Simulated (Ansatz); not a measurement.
**Electron–phonon scattering in Ni-Cu-Cu-Cu-Ni stack of (111) layers**

The plan: relax Ni-Cu-Cu-Cu-Ni stack of (111) layers, check its phonons, and, if the lattice is stable, compute its Eliashberg function and ρ(T).

Main program and level: Ansatz 0.2.0; DFT PBE, scalar-relativistic, plane waves, PAW; PAW set soft_1.

Most raw output is cut from this account.

In doubt: the program doubts the meshes or the phonons of the coupling sums (step 5), which bears on λ, Tc and transport values.

## (1) Set-up

The cell holds 5 atoms: 2 Ni and 3 Cu. Its edges and angles: a = 2.553 Å, b = 2.553 Å, c = 19.337 Å, α = 90.0°, β = 90.0°, γ = 120.0°. Vacuum lies along c.

## (2) Relaxation

Lattice constant and positions set the bands and the force constants, so the cell is relaxed first.

The input, input.yaml:

```yaml
crystal:
  lattice:
    - [2.55266, 0.0, 0.0]
    - [-1.27633, 2.21066, 0.0]
    - [0.0, 0.0, 19.33694]
  atoms:
    - { symbol: Ni, position: [0.0, 0.0, 0.28442973] }
    - { symbol: Cu, position: [0.33333333, 0.66666667, 0.39221486] }
    - { symbol: Cu, position: [0.66666667, 0.33333333, 0.5] }
    - { symbol: Cu, position: [0.0, 0.0, 0.60778514] }
    - { symbol: Ni, position: [0.33333333, 0.66666667, 0.71557027] }
  periodic: [true, true, false]
kpoints:
  mp_grid: { grid: [12, 12, 1] }
hamiltonian:
  xc: pbe
  pseudopotentials: { kind: paw, azcp: { folder: soft_1 } }
scf:
  occupations: { method: gaussian, width: 0.1 }
output:
  forces: true
  stress: true
  eigenvalues: true
relax:
  adjacent_minimum: "off"
  f_tol: 0.005
  max_steps: 80
  cell: { stress_2d_tol: 0.02 }
```

Command:

```
> ansatz run input.yaml --threads 4 --pin off --max-ram 12288MiB --backend cpu --events-out ev --progress --plain --runs-dir out
```

It took 52 s on 4 threads of Arm Neoverse V2, shared host; peak memory 0.74 GiB; 3.3 min of CPU time.

This run has no spin polarisation, although Ni can carry a moment.

Step by step:

| step | energy less that of the first step (eV) | largest force component (eV/Å) | volume (Å³) |
| --- | --- | --- | --- |
| 1 | 0.0000 | 0.3654 | 228.40 |
| 2 | -0.0715 | 0.2090 | 223.22 |
| 3 | -0.1018 | 0.0920 | 216.18 |
| 4 | -0.1029 | 0.0191 | 216.91 |
| 5 | -0.1030 | 0.0015 | 216.99 |
| 6 | -0.1030 | 0.0000 | 216.97 |
| 7* | -0.1004 | 0.0001 | 216.97 |
| 8 | -0.1004 | 0.0000 | 217.02 |
| 9* | -0.1004 | 0.0000 | 217.02 |

Relaxation steps marked * repeat the geometry before them on a plane-wave basis chosen anew for their cell, so energy and pressure can jump there.

The run keeps the 12 symmetry operations that it works with, so distortions that break them were not tested.

| cell as run | before | after | change |
| --- | --- | --- | --- |
| a (Å) | 2.553 | 2.488 | -2.5 % |
| b (Å) | 2.553 | 2.488 | -2.5 % |

The atoms that moved most (Å, along periodic axes as changes of fractional coordinates times the final cell, across vacuum about the mean position):

| atom | dx | dy | dz | length |
| --- | --- | --- | --- | --- |
| Cu4 | 0.000 | 0.000 | 0.057 | 0.057 |
| Cu2 | 0.000 | 0.000 | -0.057 | 0.057 |
| Ni5 | 0.000 | 0.000 | 0.027 | 0.027 |
| Ni1 | 0.000 | 0.000 | -0.027 | 0.027 |

Final coordinates:

```cif
data_structure
_symmetry_space_group_name_H-M 'P 1'
_symmetry_Int_Tables_number 1
_cell_length_a 2.4883
_cell_length_b 2.4883
_cell_length_c 40.4739
_cell_angle_alpha 90.000
_cell_angle_beta 90.000
_cell_angle_gamma 120.000
_cell_volume 217.02
loop_
_atom_site_label
_atom_site_type_symbol
_atom_site_fract_x
_atom_site_fract_y
_atom_site_fract_z
_atom_site_occupancy
Ni1 Ni 0.00000 0.00000 0.13521 1
Cu2 Cu 0.33333 0.66667 0.18599 1
Cu3 Cu 0.66667 0.33333 0.23888 1
Cu4 Cu 0.00000 0.00000 0.29178 1
Ni5 Ni 0.33333 0.66667 0.34255 1
```

This step gave:

```
metallic on mesh  : yes
gap on the k-mesh : 0 eV
```

The relaxation ends with a largest force component of 4.2e-5 eV/Å.

## (3) Tight relaxation

No force is left; the cell is relaxed once more with another smearing and tight thresholds.

input.yaml, the sections that differ from step 2:

```yaml
crystal:
  lattice:
    - [2.4882733866, 0.0, 0.0]
    - [-1.2441366933, 2.1549079644, 0.0]
    - [0.0, 0.0, 40.4738775071]
  atoms:
    - { symbol: Ni, position: [0.0, 0.0, 0.1352124931] }
    - { symbol: Cu, position: [0.3333333333, 0.6666666667, 0.1859858971] }
    - { symbol: Cu, position: [0.6666666667, 0.3333333333, 0.238881733] }
    - { symbol: Cu, position: [0.0, 0.0, 0.2917775689] }
    - { symbol: Ni, position: [0.3333333333, 0.6666666667, 0.3425509729] }
  periodic: [true, true, false]
scf:
  occupations: { method: methfessel_paxton, width: 0.2 }
relax:
  adjacent_minimum: "off"
  f_tol: 0.001
  max_steps: 60
  cell: { stress_2d_tol: 0.002 }
# kpoints, hamiltonian, output: as in step 2
```

Elapsed: 24 s, on 4 threads; peak memory 0.74 GiB; 94 s of CPU time.

Little changed from the start: no atom moved by 0.005 Å and no cell edge by 0.1 %.

## (4) Lattice stability: q 2×2×1, k 8×8×1

Couplings are defined for a stable lattice alone, so phonons come first.

The input, input.yaml:

```yaml
crystal:
  lattice:
    - [2.4873045974, 0.0, 0.0]
    - [-1.2436522987, 2.1540689683, 0.0]
    - [0.0, 0.0, 40.4738775071]
  atoms:
    - { symbol: Ni, position: [0.0, 0.0, 0.1351835129] }
    - { symbol: Cu, position: [0.3333333333, 0.6666666667, 0.1859842716] }
    - { symbol: Cu, position: [0.6666666667, 0.3333333333, 0.238881733] }
    - { symbol: Cu, position: [0.0, 0.0, 0.2917791944] }
    - { symbol: Ni, position: [0.3333333333, 0.6666666667, 0.3425799531] }
  periodic: [true, true, false]
kpoints:
  mp_grid: { grid: [8, 8, 1] }
hamiltonian:
  xc: pbe
  pseudopotentials: { kind: paw, azcp: { folder: soft_1 } }
scf:
  occupations: { method: methfessel_paxton, width: 0.2 }
output:
  eigenvalues: true
phonons:
  method: dfpt
  qmesh: [2, 2, 1]
  temperatures: { t_max: 1000, t_step: 50 }
  qpath:
    path:
      - [0.0, 0.0, 0.0]
      - [0.5, 0.0, 0.0]
      - [0.33333333, 0.33333333, 0.0]
      - [0.0, 0.0, 0.0]
    npoints: 10
```

The job ended after 4.4 min (4 threads; peak memory 1.3 GiB).

Numbers from this step:

```yaml
zero_point_energy: 0.1633 eV/cell
share_of_imaginary_modes_in_the_plain_interpolation_between_solved_wavevectors: 0
highest_frequency_solved_or_plainly_interpolated: 279.4 cm⁻¹
```

Solved on the 2×2×1 mesh alone; all other wavevectors are interpolated. Phonon branches along the path, in cm⁻¹:

| point | branch 1 | branch 2 | branch 3 | branch 4 | branch 12 | branch 13 | branch 14 | branch 15 |
| --- | --- | --- | --- | --- | --- | --- | --- | --- |
| Γ | 0 | 0 | 0 | 34 | 104 | 169 | 233 | 250 |
| halfway | 73 | 100 | 101 | 113 | 204 | 215 | 226 | 233 |
| M | 117 | 138 | 142 | 154 | 241 | 269 | 275 | 279 |
| halfway | 126 | 139 | 152 | 166 | 238 | 260 | 267 | 271 |
| K | 142 | 150 | 150 | 157 | 242 | 246 | 248 | 248 |
| halfway | 82 | 105 | 132 | 136 | 215 | 225 | 227 | 230 |
| Γ | 0 | 0 | 0 | 34 | 104 | 169 | 233 | 250 |

Among the solved wavevectors the lowest mode, translations apart, is 34 cm⁻¹, so these are real on this k mesh.

## (5) Electron–phonon run: q 2×2×1, k 8×8×1, scattering 12×12×1

The cheapest meshes give a first estimate and the cost of a run.

input.yaml: that of step 4 with these lines changed.

```diff
@@ -32 +32,6 @@
     npoints: 10
+  electrical_resistivity:
+    mesh: [12, 12, 1]
+    temperatures: [20.0, 50.0, 77.0, 100.0, 150.0, 200.0, 300.0, 400.0, 600.0, 800.0]
+  superconductivity: { mesh: [12, 12, 1], eliashberg_equations: false }
+  electron_occupations: "off"
```

Elapsed: 5.4 min, on 4 threads; peak memory 2.3 GiB.

Numbers from this step:

```yaml
cell_height: 40.47 Å
sheet_resistance_300k: 37.85 Ω/square, mean in the plane
resistivity_at_300_k: 15.32 μΩ cm, mean of the axes, of the whole cell with its vacuum
coupling_constant_lambda: 0.1757
density_of_states_at_the_fermi_level: 1.681 states/eV a spin and cell
log_mean_phonon_energy_omega_log: 19.47 meV
transport_coupling_constant_lambda_tr: 0.1711, 0.1711, 0 (xx, yy, zz)
drude_plasma_energy: 3.387, 3.387, 0 eV (xx, yy, zz), of the whole cell with its vacuum
second_moment_phonon_energy_omega: 22.1 meV
```

The program warns of modes at or below zero frequency in the interpolation and leaves them out of its thermodynamic sums. Some states were left unconverged by the eigensolver. By its own test the run is not converged in the mesh. λ = 0.176 and 37.9 Ω per square at 300 K. The run's own test puts 14 % between its two finest meshes on the component of the resistivity at 300 K that moves most, so it is not converged. By the run's own test λ moves by 10 % between its two finest scattering meshes.

## (6) Resistivity: q 3×3×1, k 12×12×1, scattering 18×18×1

The next rung changes the q mesh, which sets the reach of the force constants and couplings; the k mesh of the density and its response; the scattering mesh, which samples the Fermi surface; the phonon self-energy between the q points, now taken in.

input.yaml: that of step 5 with these lines changed.

```diff
@@ -13,3 +13,3 @@
 kpoints:
-  mp_grid: { grid: [8, 8, 1] }
+  mp_grid: { grid: [12, 12, 1] }
 hamiltonian:
@@ -23,3 +23,3 @@
   method: dfpt
-  qmesh: [2, 2, 1]
+  qmesh: [3, 3, 1]
   temperatures: { t_max: 1000, t_step: 50 }
@@ -33,5 +33,4 @@
   electrical_resistivity:
-    mesh: [12, 12, 1]
+    mesh: [18, 18, 1]
     temperatures: [20.0, 50.0, 77.0, 100.0, 150.0, 200.0, 300.0, 400.0, 600.0, 800.0]
-  superconductivity: { mesh: [12, 12, 1], eliashberg_equations: false }
-  electron_occupations: "off"
+  superconductivity: { mesh: [18, 18, 1] }
```

It took 21 min on 4 threads; peak memory 3.6 GiB; 81 min of CPU time.

Numbers from this step:

| Quantity | Value |
| --- | --- |
| zero point energy | 0.1636 eV/cell |
| highest frequency, solved or plainly interpolated | 281.9 cm⁻¹ |
| sheet resistance 300K | 38.6 Ω/square, mean in the plane |
| resistivity at 300 K | 15.62 μΩ cm, mean of the axes, of the whole cell with its vacuum |
| coupling constant λ | 0.1554 |
| density of states at the Fermi level | 1.743 states/eV a spin and cell |
| log mean phonon energy ħω_log | 20.34 meV |
| transport coupling constant λ_tr | 0.1587, 0.1587, 0 (xx, yy, zz) |
| Drude plasma energy | 3.157, 3.157, 0 eV (xx, yy, zz), of the whole cell with its vacuum |
| second-moment phonon energy ħω₂ | 22.34 meV |

Solved on the 3×3×1 mesh alone; all other wavevectors are interpolated. The phonon branches at the labelled points (cm⁻¹):

| point | branch 1 | branch 2 | branch 3 | branch 4 | branch 12 | branch 13 | branch 14 | branch 15 |
| --- | --- | --- | --- | --- | --- | --- | --- | --- |
| Γ | 0 | 0 | 0 | 34 | 106 | 169 | 232 | 248 |
| halfway | 74 | 103 | 104 | 116 | 207 | 217 | 229 | 234 |
| M | 119 | 137 | 139 | 145 | 249 | 273 | 278 | 282 |
| halfway | 126 | 139 | 153 | 156 | 234 | 262 | 267 | 271 |
| K | 143 | 143 | 144 | 162 | 238 | 242 | 246 | 246 |
| halfway | 83 | 108 | 134 | 138 | 218 | 227 | 230 | 234 |
| Γ | 0 | 0 | 0 | 34 | 106 | 169 | 232 | 248 |

The Eliashberg function α²F has structure finer than the step of the table below, so its rows give means over 1 meV, whole bins alone (the curve runs from 0.136 to 34.6 meV). Peaks (meV: height): α²F 18.0: 0.0989, 20.7: 0.214, 24.3: 0.272, 26.7: 0.0925, 28.6: 0.242; α²F tr 18.8: 0.103, 20.7: 0.216, 24.3: 0.25, 26.7: 0.0894, 28.6: 0.263.

Table of Eliashberg function α²F by phonon energy; means over each step:

| phonon energy (meV) | α²F | α²F tr |
| --- | --- | --- |
| 1 | 8.4e-5 | 9.0e-7 |
| 2 | 4.1e-4 | 1.7e-4 |
| 3 | 6.1e-4 | 2.8e-4 |
| 4 | 0.00108 | 5.7e-4 |
| 5 | 0.00209 | 0.00101 |
| 6 | 0.00314 | 0.00159 |
| 7 | 0.00386 | 0.00215 |
| 8 | 0.00430 | 0.00286 |
| 9 | 0.00574 | 0.00429 |
| 10 | 0.00699 | 0.00613 |
| 11 | 0.00892 | 0.00885 |
| 12 | 0.0126 | 0.0128 |
| 13 | 0.0172 | 0.0187 |
| 14 | 0.0255 | 0.0301 |
| 15 | 0.0312 | 0.0374 |
| 16 | 0.0391 | 0.0468 |
| 17 | 0.0574 | 0.0648 |
| 18 | 0.0803 | 0.0782 |
| 19 | 0.0807 | 0.0857 |
| 20 | 0.0913 | 0.0884 |
| 21 | 0.125 | 0.134 |
| 22 | 0.0837 | 0.0928 |
| 23 | 0.160 | 0.156 |
| 24 | 0.210 | 0.192 |
| 25 | 0.0608 | 0.0605 |
| 26 | 0.0625 | 0.0624 |
| 27 | 0.0476 | 0.0471 |
| 28 | 0.105 | 0.114 |
| 29 | 0.192 | 0.213 |
| 30 | 0.100 | 0.110 |
| 31 | 0.0162 | 0.0179 |
| 32 | 0.0166 | 0.0219 |
| 33 | 0.0113 | 0.0153 |
| 34 | 0.00562 | 0.00723 |

Of the whole cell with its vacuum, so only the sheet resistance is a property of the layer; the means are those of the plane. Resistivity, by row:

| T (K) | ρ_xx (μΩ cm) | ρ_yy | ρ_zz | ρ by Ziman's lowest order, mean | ρ by relaxation times, mean | within 2 % of the coarser mesh |
| --- | --- | --- | --- | --- | --- | --- |
| 20 | 0.006922 | 0.006922 | - | 0.01674 | 0.01965 | no |
| 50 | 0.4133 | 0.4133 | - | 0.6607 | 0.5089 | yes |
| 77 | 1.652 | 1.652 | - | 2.23 | 1.849 | yes |
| 100 | 3.092 | 3.092 | - | 3.888 | 3.372 | no |
| 150 | 6.418 | 6.418 | - | 7.649 | 6.88 | no |
| 200 | 9.609 | 9.609 | - | 11.37 | 10.25 | no |
| 300 | 15.62 | 15.62 | - | 18.79 | 16.61 | no |
| 400 | 21.26 | 21.26 | - | 26.16 | 22.6 | no |
| 600 | 31.44 | 31.44 | - | 40.33 | 33.54 | no |
| 800 | 40.47 | 40.47 | - | 53.55 | 43.38 | no |

The cell's resistivity over its height. Sheet resistance, along x against temperature:

| temperature (K) | sheet resistance, along x (Ω/square) |
| --- | --- |
| 20 | 0.0171 |
| 50 | 1.02 |
| 77 | 4.08 |
| 100 | 7.64 |
| 150 | 15.9 |
| 200 | 23.7 |
| 300 | 38.6 |
| 400 | 52.5 |
| 600 | 77.7 |
| 800 | 100 |

Some points of the scattering mesh along the symmetry lines, up to three branches each (those of largest λ), at most 39 rows; the frequencies are those of the scattering step, which can differ from the solved and plainly interpolated ones; single rows converge slowly. Mode couplings:

| q1 | q2 | q3 | branch | ħω (meV) | λ_q | half width (meV) |
| --- | --- | --- | --- | --- | --- | --- |
| 0.3333 | 0 | 0 | 5 | 18.34 | 0.00935 | 0.0172 |
| 0.3333 | 0 | 0 | 10 | 24.39 | 0.0136 | 0.0444 |
| 0.3333 | 0 | 0 | 11 | 28.11 | 0.00932 | 0.0403 |
| 0.3889 | 0.2222 | 0 | 6 | 23.71 | 0.0556 | 0.171 |
| 0.3889 | 0.2222 | 0 | 7 | 24.05 | 0.0704 | 0.223 |
| 0.3889 | 0.2222 | 0 | 11 | 28.03 | 0.0364 | 0.157 |
| 0.2778 | 0.2778 | 0 | 6 | 23.59 | 0.0575 | 0.175 |
| 0.2778 | 0.2778 | 0 | 7 | 23.7 | 0.0629 | 0.194 |
| 0.2778 | 0.2778 | 0 | 11 | 27.97 | 0.0327 | 0.14 |
| 0.1111 | 0.1111 | 0 | 1 | 6.9 | 0.0181 | 0.00473 |
| 0.1111 | 0.1111 | 0 | 6 | 16.29 | 0.00795 | 0.0116 |
| 0.1111 | 0.1111 | 0 | 9 | 18.47 | 0.00877 | 0.0164 |

The Eliashberg function α²F has structure finer than the step of the table below, so its rows give means over 1 meV, whole bins alone (the curve runs from 0.136 to 34.6 meV). Peaks (meV: height): α²F 18.0: 0.0989, 20.7: 0.214, 24.3: 0.272, 26.7: 0.0925, 28.6: 0.242; Ni 20.7: 0.126, 24.3: 0.196, 26.7: 0.0528, 28.6: 0.169; Cu 18.0: 0.0637, 18.8: 0.0594, 20.7: 0.0885, 24.3: 0.0763, 26.2: 0.0425, 28.6: 0.073.

Eliashberg function α²F against phonon energy; means over each step:

| phonon energy (meV) | α²F | Ni | Cu |
| --- | --- | --- | --- |
| 1 | 8.4e-5 | 4.2e-5 | 4.2e-5 |
| 2 | 4.1e-4 | 1.6e-4 | 2.5e-4 |
| 3 | 6.1e-4 | 2.2e-4 | 4.0e-4 |
| 4 | 0.00108 | 3.9e-4 | 6.5e-4 |
| 5 | 0.00209 | 8.2e-4 | 0.00125 |
| 6 | 0.00314 | 0.00126 | 0.00190 |
| 7 | 0.00386 | 0.00152 | 0.00233 |
| 8 | 0.00430 | 0.00170 | 0.00261 |
| 9 | 0.00574 | 0.00233 | 0.00338 |
| 10 | 0.00699 | 0.00293 | 0.00410 |
| 11 | 0.00892 | 0.00374 | 0.00519 |
| 12 | 0.0126 | 0.00498 | 0.00763 |
| 13 | 0.0172 | 0.00669 | 0.0105 |
| 14 | 0.0255 | 0.00897 | 0.0165 |
| 15 | 0.0312 | 0.0111 | 0.0201 |
| 16 | 0.0391 | 0.0140 | 0.0251 |
| 17 | 0.0574 | 0.0207 | 0.0367 |
| 18 | 0.0803 | 0.0309 | 0.0495 |
| 19 | 0.0807 | 0.0331 | 0.0476 |
| 20 | 0.0913 | 0.0441 | 0.0473 |
| 21 | 0.125 | 0.0692 | 0.0559 |
| 22 | 0.0837 | 0.0459 | 0.0378 |
| 23 | 0.160 | 0.0964 | 0.0637 |
| 24 | 0.210 | 0.144 | 0.0664 |
| 25 | 0.0608 | 0.0273 | 0.0336 |
| 26 | 0.0625 | 0.0277 | 0.0348 |
| 27 | 0.0476 | 0.0230 | 0.0247 |
| 28 | 0.105 | 0.0698 | 0.0356 |
| 29 | 0.192 | 0.140 | 0.0520 |
| 30 | 0.100 | 0.0767 | 0.0236 |
| 31 | 0.0162 | 0.00144 | 0.0148 |
| 32 | 0.0166 | 0.00128 | 0.0154 |
| 33 | 0.0113 | 7.3e-4 | 0.0106 |
| 34 | 0.00562 | 3.8e-4 | 0.00526 |

λ by element:

| share in the modes' patterns | λ |
| --- | --- |
| Ni | 0.08127 |
| Cu | 0.07411 |

λ by pair of elements:

| motions of the sites of | λ |
| --- | --- |
| Ni-Ni | 0.1394 |
| Ni-Cu | -0.01278 |
| Cu-Cu | 0.02875 |

Largest shares of lambda; single rows converge slowly. Strongest modes:

| q1 | q2 | q3 | star | branch | ħω (meV) | λ_q | half width (meV) |
| --- | --- | --- | --- | --- | --- | --- | --- |
| 0.2778 | 0.3333 | 0 | 12 | 7 | 24.32 | 0.09212 | 0.2982 |
| 0.2778 | 0.3333 | 0 | 12 | 6 | 24.2 | 0.08523 | 0.2732 |
| 0.2222 | 0.3333 | 0 | 12 | 7 | 23.61 | 0.04858 | 0.1482 |
| 0.2778 | 0.3333 | 0 | 12 | 9 | 26.66 | 0.04702 | 0.1829 |
| 0.2222 | 0.3333 | 0 | 12 | 6 | 23.34 | 0.04127 | 0.1231 |
| 0.1667 | 0.3889 | 0 | 12 | 4 | 20.25 | 0.03972 | 0.08921 |
| 0.1667 | 0.3889 | 0 | 12 | 8 | 23.82 | 0.03733 | 0.116 |
| 0.2222 | 0.3889 | 0 | 6 | 7 | 24.05 | 0.07041 | 0.223 |

300 K. Table of cumulative share of the conductivity, along x by mean free path:

| mean free path (nm) | cumulative share of the conductivity, along x |
| --- | --- |
| 3.16 | 0.00262 |
| 3.55 | 0.00509 |
| 3.98 | 0.00916 |
| 4.47 | 0.0194 |
| 5.01 | 0.0254 |
| 5.62 | 0.0295 |
| 6.31 | 0.0353 |
| 7.08 | 0.0494 |
| 7.94 | 0.0698 |
| 8.91 | 0.0968 |
| 10 | 0.182 |
| 11.2 | 0.239 |
| 12.6 | 0.352 |
| 14.1 | 0.484 |
| 15.8 | 0.574 |
| 17.8 | 0.706 |
| 19.9 | 0.829 |
| 22.4 | 0.859 |
| 25.1 | 0.872 |
| 28.2 | 0.884 |
| 31.6 | 0.912 |
| 35.5 | 0.950 |
| 39.8 | 0.997 |

Resistivity by mesh:

| mesh | T (K) | mean rho (μΩ cm) |
| --- | --- | --- |
| 18x18x1 | 20 | 0.006922 |
| 18x18x1 | 300 | 15.62 |
| 18x18x1 | 800 | 40.47 |
| 9x9x1 | 20 | 0.006643 |
| 9x9x1 | 300 | 17.07 |
| 9x9x1 | 800 | 44.78 |

Rigid bands, phonons held. The density of states per spin and coupling constant by shift of the Fermi level:

| shift of the Fermi level (eV) | N (states/eV a spin) | λ |
| --- | --- | --- |
| -0.10 | 5.57 | 0.176 |
| -0.09 | 4.60 | 0.166 |
| -0.08 | 5.07 | 0.161 |
| -0.07 | 2.39 | 0.165 |
| -0.06 | 1.73 | 0.162 |
| -0.05 | 1.77 | 0.164 |
| -0.04 | 1.78 | 0.164 |
| -0.03 | 1.80 | 0.164 |
| -0.02 | 1.79 | 0.163 |
| -0.01 | 1.74 | 0.156 |
| 0.00 | 1.74 | 0.155 |
| 0.01 | 1.76 | 0.155 |
| 0.02 | 1.76 | 0.155 |
| 0.03 | 1.76 | 0.154 |
| 0.04 | 2.30 | 0.210 |
| 0.05 | 1.79 | 0.154 |
| 0.06 | 1.72 | 0.153 |
| 0.07 | 1.69 | 0.154 |
| 0.08 | 1.72 | 0.157 |
| 0.09 | 1.64 | 0.147 |
| 0.10 | 1.59 | 0.141 |

No LO-TO term; unit eigenvectors of the mass-weighted matrix. The modes at Γ (shares of kinetic energy by element, %):

| mode | frequency (cm⁻¹) | symmetry | Ni % | Cu % |
| --- | --- | --- | --- | --- |
| 1 | 0.0 | unnamed | 38 | 62 |
| 2 | 0.0 | unnamed | 38 | 62 |
| 3 | 0.0 | unnamed | 38 | 62 |
| 4 | 34.3 | Eg | 66 | 34 |
| 5 | 34.3 | Eg | 66 | 34 |
| 6 | 67.6 | Eu | 48 | 52 |
| 7 | 67.6 | Eu | 48 | 52 |
| 8 | 85.2 | A1g | 65 | 35 |
| 9 | 95.7 | Eg | 34 | 66 |
| 10 | 95.7 | Eg | 34 | 66 |
| 11 | 105.8 | Eu | 14 | 86 |
| 12 | 105.8 | Eu | 14 | 86 |
| 13 | 168.9 | A2u | 44 | 56 |
| 14 | 232.2 | A1g | 35 | 65 |
| 15 | 247.6 | A2u | 18 | 82 |

Displacements in mode 4 (34.3 cm⁻¹), the largest set to 1:
```
Ni1  0.05  1.00  0.00
Cu2  0.04  0.69  0.00
Cu3  0.00  0.00  0.00
Cu4 -0.04 -0.69  0.00
Ni5 -0.05 -1.00  0.00
```

Displacements in mode 6 (67.6 cm⁻¹), the largest set to 1:
```
Ni1  0.00 -0.73  0.00
Cu2  0.00  0.17  0.00
Cu3  0.00  1.00  0.00
Cu4  0.00  0.17  0.00
Ni5  0.00 -0.73  0.00
```

The modes has structure finer than the step of the table below, so its rows give means over 10 cm⁻¹, whole bins alone (the curve runs from -10 to 300 cm⁻¹). Peaks (cm⁻¹: height): Cu 122.5: 0.0525, 136.1: 0.0646, 151.7: 0.0799, 180.9: 0.0674, 229.6: 0.0693, 256.9: 0.0652; Ni 136.1: 0.0430, 161.4: 0.0831, 180.9: 0.0656, 229.6: 0.0686.

Phonopy on the run's constants, 21x21x1 mesh, Gaussian sigma 2.2 cm⁻¹. Modes against wavenumber; means over each step; values in 1/cm⁻¹/cell:

| wavenumber (cm⁻¹) | Cu | Ni |
| --- | --- | --- |
| 0 | 4.8e-4 | 3.0e-4 |
| 10 | 7.6e-4 | 5.0e-4 |
| 20 | 0.00176 | 0.00105 |
| 30 | 0.00185 | 0.00120 |
| 40 | 0.00414 | 0.00271 |
| 50 | 0.00437 | 0.00297 |
| 60 | 0.00676 | 0.00393 |
| 70 | 0.00923 | 0.00581 |
| 80 | 0.0138 | 0.00971 |
| 90 | 0.0156 | 0.0122 |
| 100 | 0.0234 | 0.0139 |
| 110 | 0.0358 | 0.0204 |
| 120 | 0.0450 | 0.0235 |
| 130 | 0.0489 | 0.0279 |
| 140 | 0.0564 | 0.0382 |
| 150 | 0.0671 | 0.0526 |
| 160 | 0.0576 | 0.0709 |
| 170 | 0.0450 | 0.0436 |
| 180 | 0.0612 | 0.0579 |
| 190 | 0.0447 | 0.0405 |
| 200 | 0.0382 | 0.0210 |
| 210 | 0.0281 | 0.0142 |
| 220 | 0.0247 | 0.0209 |
| 230 | 0.0585 | 0.0563 |
| 240 | 0.0420 | 0.0369 |
| 250 | 0.0516 | 0.0138 |
| 260 | 0.0576 | 0.00384 |
| 270 | 0.0414 | 0.00242 |
| 280 | 0.0139 | 8.5e-4 |
| 290 | 1.9e-4 | 9.7e-6 |

Some states were left unconverged by the eigensolver. By its own test the run is not converged in the mesh. λ = 0.155 and 38.6 Ω per square at 300 K, against 0.176 and 37.9 in the run with q 2×2×1, k 8×8×1, scattering 12×12×1 (-11.6 % and +2.0 %). N(E_F) moves by +3.7 % and the coupling-weighted phonon energy by +1.1 %; λ goes as N/ω², which would give +1.4 % if the matrix elements stayed. The run's own test puts 9 % between its two finest meshes on the component of the resistivity at 300 K that moves most, more than that change. By the run's own test λ moves by 11 % between its two finest scattering meshes.

(Continued in part 2 of 2.)

[Logs are printed without paths, hosts, clocks, repeated set-up lines and the standing remarks that a program may print on its own settings, such as how far it seeks lower states.]

[Hosts, paths, dates, database ids (printed as entryN), source tags and the programs' standing remarks are cut or masked in the printed files.]
